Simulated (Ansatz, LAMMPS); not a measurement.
# Glassy CaAl2Si6O16 (125 atoms): geometry optimisation, part 3 of 3

Wanted: the relaxed structure of glassy CaAl2Si6O16 (125 atoms) and its electronic structure.

Ansatz 0.2.0; Kohn-Sham DFT, PBE, PAW (set soft_2), plane waves.

The cell: 10 Al, 5 Ca, 80 O and 30 Si. The quench rate of 10 K/ps far exceeds what a furnace or splat quench reaches. The starting topology of bonds comes from the classical model. Only the Γ point is sampled, in a cell whose shortest periodic width is 12 Å.

So far, density (g/cm³): step 5 (structure statistics after relaxation) 2.65.

### Step 6. Single point at the relaxed geometry

The electronic structure is read at the final geometry, in a run of its own.

The input, input.yaml:

```yaml
crystal:
  lattice:
    - [11.75268, 0.0, 0.0]
    - [0.0, 11.75268, 0.0]
    - [0.0, 0.0, 11.75268]
  atoms:
    - { symbol: Al, position: [0.91677, 0.78224, 0.96339] }
    - { symbol: Al, position: [0.70835, 0.61946, 0.62737] }
    - { symbol: Al, position: [0.56531, 0.2582, 0.78243] }
    - { symbol: Al, position: [0.83862, 0.80298, 0.49637] }
    - { symbol: Al, position: [0.98841, 0.44905, 0.96531] }
    - { symbol: Al, position: [0.32057, 0.21002, 0.86315] }
    - { symbol: Al, position: [0.24454, 0.54078, 0.99332] }
    - { symbol: Al, position: [0.87816, 0.47143, 0.7325] }
    - { symbol: Al, position: [0.36189, 0.4876, 0.33453] }
    - { symbol: Al, position: [0.10074, 0.50664, 0.43777] }
    - { symbol: Ca, position: [0.16893, 0.31654, 0.25486] }
    - { symbol: Ca, position: [0.80804, 0.89282, 0.1714] }
    - { symbol: Ca, position: [0.52633, 0.0172, 0.73556] }
    - { symbol: Ca, position: [0.38322, 0.79704, 0.87567] }
    - { symbol: Ca, position: [0.6897, 0.32505, 0.5656] }
    - { symbol: O, position: [0.50919, 0.32905, 0.66364] }
    - { symbol: O, position: [0.95057, 0.03842, 0.2693] }
    - { symbol: O, position: [0.40426, 0.8613, 0.07513] }
    - { symbol: O, position: [0.20477, 0.96816, 0.08699] }
    - { symbol: O, position: [0.19595, 0.189, 0.38848] }
    - { symbol: O, position: [0.7233, 0.96529, 0.75185] }
    - { symbol: O, position: [0.41827, 0.60126, 0.40603] }
    - { symbol: O, position: [0.46019, 0.29241, 0.06348] }
    - { symbol: O, position: [0.13683, 0.68791, 0.70326] }
    - { symbol: O, position: [0.18457, 0.91046, 0.87444] }
    - { symbol: O, position: [0.87548, 0.72067, 0.09444] }
    - { symbol: O, position: [0.72094, 0.73494, 0.71738] }
    - { symbol: O, position: [0.39191, 0.72148, 0.65228] }
    - { symbol: O, position: [0.25319, 0.10874, 0.77845] }
    - { symbol: O, position: [0.36478, 0.49903, 0.64014] }
    - { symbol: O, position: [0.76226, 0.32152, 0.03708] }
    - { symbol: O, position: [0.32221, 0.91578, 0.70419] }
    [... 87 atom lines left out ...]
    - { symbol: Si, position: [0.5447, 0.13945, 0.38148] }
    - { symbol: Si, position: [0.77598, 0.09217, 0.76449] }
    - { symbol: Si, position: [0.72803, 0.41635, 0.93953] }
    - { symbol: Si, position: [0.59316, 0.89802, 0.46502] }
    - { symbol: Si, position: [0.93494, 0.157, 0.20084] }
    - { symbol: Si, position: [0.69655, 0.83622, 0.80785] }
kpoints:
  mp_grid: { grid: [1, 1, 1] }
hamiltonian:
  xc: pbe
scf:
  occupations: { method: gaussian, width: 0.025 }
output:
  forces: true
  stress: true
  populations: true
  dos:
    method: { smearing: { sigma: 0.08 } }
    de: 0.1
    projected: { site_lists: { Al: [Al], Ca: [Ca], O: [O], Si: [Si] } }
  eigenvalues: true
  write_density: true
  write_potential: true
  volumetric_format: npy
  elf: true
```

On the command line:

```sh
> ansatz run input.yaml --threads 4 --pin off --max-ram 8192MiB --backend cpu --events-out ev --progress --plain --runs-dir out
```

Numbers of over 12 decimals in the logs are rounded to 6 here.

The log of the run:

```text
[...]
Crystal: 125 atoms, lattice volume = 1623.345 Å³
Basis set: ecut = 420 eV, 31559 PW (Γ), exchange–correlation on 160×160×160 points (8 copies of the dense FFT grid, shifted against one another)
Bands: 465, of which v1, the nominal top of the filled ones, is band 340 counted from 1 (339 counted from 0)
Symmetry: 1 space group operations
[...]
k-points: 1
[...]
SCF iter   1: F=—  HF=-79075.997085 eV  |F-HF|=—  |Δ(HF+E_count)|=         —  Δρ=1.95e-3  dr2=7.28e-2  ethr=1.77e-3  ⟨swp⟩=7.0  Hψ=2387  notcnv=0  defer=102
[...]
SCF iter   9: F=-79076.013411 eV  HF=-79076.013411 eV  |F-HF|=1.34e-8  |Δ(HF+E_count)|=   1.34e-8  Δρ=1.27e-6  dr2=2.49e-8  ethr=1.47e-11  ⟨swp⟩=20.0  Hψ=4173  notcnv=0
SCF 1 converged in 9 iterations: F = -79076.013411 eV  dr2 = 2.49e-8
[...]
SCF converged after 9 iterations
Free energy (F): -79076.013411 eV
[...]
Internal energy: -79076.013411 eV  (E = F + TS)
E sigma→0 (E₀):  -79076.013411 eV
Fermi energy:    6.005134 eV
[...]
--- Forces (eV/Å), atoms counted from 1 ---
  atom   1  Al     0.00757298     0.00236082    -0.00144970
  atom   2  Al    -0.00075399     0.00174361     0.00000740
  atom   3  Al    -0.00323502     0.00891489     0.00276455
  atom   4  Al     0.00180170    -0.00437663    -0.00252716
  atom   5  Al     0.00063615     0.00421216     0.00014206
  atom   6  Al    -0.00183169     0.00209356    -0.00132313
  atom   7  Al    -0.00347410    -0.00145605    -0.00233577
  atom   8  Al     0.00036605     0.00199649     0.00298184
  atom   9  Al     0.00375333    -0.00334288     0.00532668
  atom  10  Al     0.00112205    -0.00360400     0.00055287
  atom  11  Ca     0.00119917    -0.00403116     0.00698610
  atom  12  Ca    -0.00207589     0.00104159     0.00242354
  atom  13  Ca     0.00102597    -0.01050612     0.00536202
  atom  14  Ca     0.00207010     0.00815535    -0.00657346
[...]
atom 124  Si    -0.00343085    -0.00007253     0.00472446
  atom 125  Si    -0.00252076    -0.00323878    -0.00757901
  max |Σ_I F_I| component: 4.81e-5 eV/Å
--- Stress (GPa, compression-positive) ---
        0.654479       1.111919       0.758397
        1.111920       4.119377       0.096932
        0.758394       0.096931       2.329006
  P = ⅓ Tr σ = 2.3676 GPa (23.676 kbar)
--- Band table (eV) ---
[...]
--- Löwdin populations: 125 sites ---
  site symbol       q [e]
     0     Al      1.6573
     1     Al      1.6618
     2     Al      1.7427
[...]
124     Si      2.2997
  spilling = 0.012802 (of n_electrons = 680.000000)
```

Elapsed: 16 s, on 4 threads of Intel Xeon 6975P-C (Granite Rapids), shared host; peak memory 2.4 GiB; 58 s of CPU time.

Numbers from this run:

| Item | Value |
| --- | --- |
| free energy | -79076.0134 eV |
| free energy per atom | -632.6081 eV/atom |
| SCF cycles | 9 |
| pressure | 2.368 GPa |
| r.m.s. force component | 0.00363 eV/Å |
| longest force | 0.01534 eV/Å |
| Fermi energy | 6.005 eV |
| gap (highest filled to lowest empty level) | 3.889 eV |
| spilling of the projection | 0.0128 |

Löwdin charges by element and coordination (they lack the spilled electrons, 0.070 e an atom on average):

| element | coordination | atoms | mean charge (e) | spread | least | most |
| --- | --- | --- | --- | --- | --- | --- |
| Al | all | 10 | 1.34 | 0.031 | 1.26 | 1.38 |
| Al | 4 | 9 | 1.34 | 0.0324 | 1.26 | 1.38 |
| Al | 5 | 1 | 1.35 | 0 | 1.35 | 1.35 |
| Ca | all | 5 | 1.81 | 0.0129 | 1.79 | 1.83 |
| Ca | 6 | 4 | 1.82 | 0.0054 | 1.81 | 1.83 |
| Ca | 8 | 1 | 1.79 | 0 | 1.79 | 1.79 |
| O | all | 80 | -0.827 | 0.0587 | -1.04 | -0.754 |
| O | 2 | 50 | -0.811 | 0.0515 | -1.00 | -0.757 |
| O | 3 | 27 | -0.853 | 0.0625 | -1.04 | -0.754 |
| O | 4 | 3 | -0.862 | 0.0323 | -0.906 | -0.828 |
| Si | all | 30 | 1.75 | 0.0291 | 1.68 | 1.81 |

Density of states as counts of states in windows of 1 eV (from the Fermi level), total and the larger projections:

| from (eV) | to (eV) | total | O p | Si p |
| --- | --- | --- | --- | --- |
| -10 | -9 | 24.0 | 17.3 | 2.6 |
| -9 | -8 | 43.3 | 33.1 | 6.5 |
| -8 | -7 | 38.1 | 29.7 | 4.5 |
| -7 | -6 | 63.5 | 52.6 | 5.0 |
| -6 | -5 | 78.6 | 70.2 | 3.2 |
| -5 | -4 | 91.2 | 85.0 | 2.0 |
| -4 | -3 | 79.9 | 76.0 | 1.1 |
| -3 | -2 | 27.2 | 26.0 | 0.4 |
| -2 | -1 | 1.1 | 1.1 | 0.0 |
| -1 | 1 | 0.0 | 0.0 | 0.0 |
| 1 | 2 | 1.9 | 0.0 | 0.0 |
| 2 | 3 | 0.6 | 0.0 | 0.0 |
| 3 | 4 | 23.3 | 1.7 | 2.8 |
| 4 | 5 | 45.1 | 3.1 | 6.7 |

The curve was stored every 0.10 eV, coarse against its broadening of 0.08 eV, so these counts are rough.

Between -26 and -10 eV lie 223 more states.

The levels nearest the highest filled one (over half full), pooled over k-points and spins:

| level less the highest filled one (eV) | occupation |
| --- | --- |
| -0.623 | 2 |
| -0.573 | 2 |
| -0.385 | 2 |
| -0.281 | 2 |
| -0.233 | 2 |
| 0 | 2 |
| 3.89 | 0 |
| 5.02 | 0 |
| 5.26 | 0 |
| 5.40 | 0 |
| 5.50 | 0 |
| 5.53 | 0 |

ELF in the bc plane at fractional x = 0.375, with atoms of Al and Ca and O and Si within 0.2 Å of it. It is the smooth field of the valence electrons, not physical close to the nuclei.

Values, 13 rows by 16 columns, each cell a mean:
```
0.03 0.05 0.08 0.07 0.05 0.04 0.13 0.70 0.77 0.29 0.03 0.08 0.43 0.38 0.14 0.03
0.01 0.10 0.42 0.28 0.22 0.48 0.28 0.13 0.15 0.03 0.04 0.31 0.83 0.82 0.24 0.01
0.03 0.06 0.20 0.20 0.45 0.79 0.67 0.10 0.03 0.05 0.03 0.10 0.45 0.37 0.26 0.24
0.13 0.04 0.04 0.05 0.26 0.48 0.34 0.42 0.50 0.22 0.29 0.64 0.42 0.26 0.77 0.73
0.09 0.01 0.02 0.22 0.42 0.26 0.38 0.74 0.67 0.46 0.58 0.71 0.75 0.26 0.55 0.44
0.01 0.08 0.09 0.31 0.66 0.51 0.19 0.58 0.62 0.20 0.21 0.51 0.44 0.21 0.17 0.09
0.07 0.59 0.69 0.43 0.27 0.19 0.11 0.04 0.14 0.39 0.33 0.05 0.21 0.62 0.44 0.07
0.08 0.63 0.79 0.60 0.40 0.73 0.71 0.21 0.53 0.83 0.78 0.19 0.06 0.29 0.21 0.04
0.29 0.11 0.26 0.12 0.41 0.78 0.65 0.08 0.16 0.62 0.42 0.06 0.02 0.06 0.39 0.60
0.49 0.04 0.01 0.01 0.07 0.17 0.24 0.56 0.42 0.09 0.05 0.07 0.02 0.09 0.64 0.82
0.35 0.46 0.27 0.04 0.06 0.13 0.44 0.67 0.49 0.05 0.06 0.13 0.05 0.18 0.32 0.35
0.75 0.78 0.63 0.10 0.38 0.32 0.11 0.20 0.16 0.03 0.01 0.02 0.37 0.77 0.78 0.31
0.46 0.68 0.29 0.06 0.33 0.29 0.16 0.54 0.68 0.30 0.02 0.02 0.30 0.75 0.72 0.23
```
Columns run along b (11.8 Å), rows up along c (11.8 Å). Atoms in or near the plane, at fractional coordinates: Al at (0.49, 0.33), Ca at (0.80, 0.88), O at (0.72, 0.65), O at (0.50, 0.64), Si at (0.85, 0.59), Si at (0.36, 0.67).

Electrostatic potential energy in the bc plane at fractional x = 0.375, with atoms of Al and Ca and O and Si within 0.2 Å of it. With pseudopotentials it is smooth inside the atoms' cores, unlike the true potential.

Ten even steps from '0' (-41 eV) to '9' (11 eV), each cell a mean:
```
999999999999999734899999887789999
999998777899999988999998632368899
999987556899999999999987400037899
999986556888999999999998410047899
999998777875799999999998765578999
999999999986789999999999988888899
999999999852247899888888899887679
999999999720005523677862157766679
999999999730015200577851034113689
999999999876578645888986661000589
999999999999999999999999974002689
999999888899999999999999988767899
999965665789999999999999999999999
999853555788898888855899999999999
999988888863477556644899999999999
999999999975575776688999999999999
999999999999986666689999999999877
999999999999998667899999999999756
899999999999998889999999999999877
578999999998877889999999999998633
254589999987312589999999999977400
531169999985100278999999999512532
876689999987311578999999999523787
999999999998777645899999999888999
```
Columns run along b (11.8 Å; values clipped at the 3rd and 97th percentile), rows up along c (11.8 Å). Atoms in or near the plane, at fractional coordinates: Al at (0.49, 0.33), Ca at (0.80, 0.88), O at (0.72, 0.65), O at (0.50, 0.64), Si at (0.85, 0.59), Si at (0.36, 0.67).

Mean Löwdin charges: Al +1.34, Ca +1.81, O -0.83, Si +1.75 e (they miss 1.3 % of the electrons, so they add up to more than the cell's charge).

The surroundings of O63, which has 4 bonded neighbours where the commonest count for O is 2, nearest first, numbered as they follow in the input and with coordinates relative to it.

| atom | x | y | z | distance (Å) | bonds | Löwdin charge (e) |
| --- | --- | --- | --- | --- | --- | --- |
| O63 | 0.00 | 0.00 | 0.00 | 0.00 | 4 | -0.91 |
| Si121 | 1.23 | -0.91 | 0.64 | 1.66 | 4 | 1.75 |
| Al3 | -1.25 | 1.05 | 0.85 | 1.84 | 4 | 1.26 |
| Ca13 | -1.70 | -1.79 | 0.30 | 2.49 | 6 | 1.83 |
| Ca15 | 0.22 | 1.83 | -1.70 | 2.51 | 6 | 1.82 |
| O21 | 0.61 | -2.40 | 0.49 | 2.52 | 3 | -0.83 |
| O49 | 1.40 | -0.40 | 2.18 | 2.62 | 2 | -0.78 |
| O48 | -0.21 | 2.15 | 1.62 | 2.70 | 2 | -0.84 |
| O16 | -1.91 | 1.88 | -0.55 | 2.73 | 3 | -0.90 |
| O36 | 2.65 | -0.89 | -0.12 | 2.79 | 2 | -0.78 |
| O47 | -2.40 | -0.04 | 1.59 | 2.88 | 3 | -0.96 |

The column of bonds counts only the pairs O-Si within 2.08 Å, O-Al within 2.43 Å, O-Ca within 3.02 Å; other neighbours, such as metal atoms beside each other in a compound, aren't counted, and periodic images can show an atom twice.

### Step 7. A changed input

A doubtful change is made on purpose, to see how the program answers.

The input, input.yaml:

```yaml
crystal:
  lattice:
    - [11.75268, 0.0, 0.0]
    - [0.0, 11.75268, 0.0]
    - [0.0, 0.0, 11.75268]
  atoms:
    [... the 125 atom lines of step 3 ...]
kpoints:
  mp_grid: { grid: [1, 1, 1] }
hamiltonian:
  xc: pbe
scf:
  occupations: { method: gaussian, width: 0.025 }
  max_iter: 60
output:
  forces: true
basis:
  ecutwfc: "40 Ry/bohr"
```

The log of the run:

```text
Error: YAML parse error: error: line 142 column 12: unknown unit factor `Ry/bohr`
   --> <input>:142:12
    |
140 |   forces: true
141 | basis:
142 |   ecutwfc: "40 Ry/bohr"
    |            ^ unknown unit factor `Ry/bohr`
```

Wall time 0.02 s (4 threads); peak memory 0.029 GiB.

The input was rejected at the start.

The program's message: “Error: YAML parse error: error: line 142 column 12: unknown unit factor `Ry/bohr`”

The fault in the input: a cutoff in the wrong unit (basis.ecutwfc = "40 Ry/bohr"). The fix is to take out basis.ecutwfc.

### Step 8. Summary of results

```
energy change in the relaxation                  : -73.52 meV/atom
r.m.s. displacement                              : 0.194 Å
largest displacement                             : 0.478 Å
free energy per atom                             : -632.6081 eV/atom
pressure                                         : 2.368 GPa
r.m.s. force component                           : 0.00363 eV/Å
gap (highest filled to lowest empty level) : 3.889 eV
wall time of the 3 DFT runs                      : 1.9 min
```

Relaxation lowers the energy by 73.5 meV/atom and moves atoms by 0.19 Å r.m.s.; the r.m.s. force component goes from 1.2 to 0.0036 eV/Å, the pressure goes from 7.4 to 2.4 GPa, and the gap from 3.45 to 3.89 eV. By the final cutoffs no bond was broken or made. From the first step to the last the energy fell by 9.190 eV, and the largest move was 0.48 Å (Ca11). The O-Ca bonds change most in mean length: from 2.550 Å (spread 0.199) to 2.476 Å (spread 0.207). By these cutoffs 90 % of Al atoms have 4, 80 % of Ca atoms have 6, 62 % of O atoms have 2 and all Si atoms have 4 bonded neighbours. 89 % of the oxygens bridge two formers (Si and Al) and 5 % are non-bridging; 6 % join three. Filled and empty levels are parted by 3.89 eV (at Γ alone); a semilocal functional tends to put such gaps too low. In a disordered cell it changes from sample to sample, and tail or defect levels can set it.

Caveats: The starting topology of bonds comes from the classical model; DFT moved the atoms only locally, and no bond changed. The stress is far from hydrostatic: its diagonal is 0.7, 4.1, 2.3 GPa, compression counted positive. The pressure of 2.4 GPa means that a free cell would grow at this level.

Against the measurements quoted at the start:

| quantity | measured | this cell | difference | method of the measurement |
| --- | --- | --- | --- | --- |
| nearest Ca–O distance | 2.32 Å | 2.42 Å | +4.3 % | high-energy XRD, PDF Gaussian fit |
| number of O about Ca | 5.3 | 6.4 | +20.8 % | high-energy XRD, PDF Gaussian fit |

The cell differs from the measured distances by up to 4.3 % and neighbour counts by up to 20.8 %. Distances of this cell are positions of the first main peak of g(r), or bond means where the peak is narrow; means over all bonds within a cutoff lie farther out for broad shells. The network comes from the model that made the cell; DFT moved the atoms only locally, and no bond changed. Our coordination numbers hang on a cutoff, and experiments count neighbours in their own ways.

[Logs are printed without paths, hosts, clocks, repeated set-up lines and the standing remarks that a program may print on its own settings, such as how far it seeks lower states.]

[Hosts, paths, dates, database ids (printed as entryN), source tags and the programs' standing remarks are cut or masked in the printed files.]
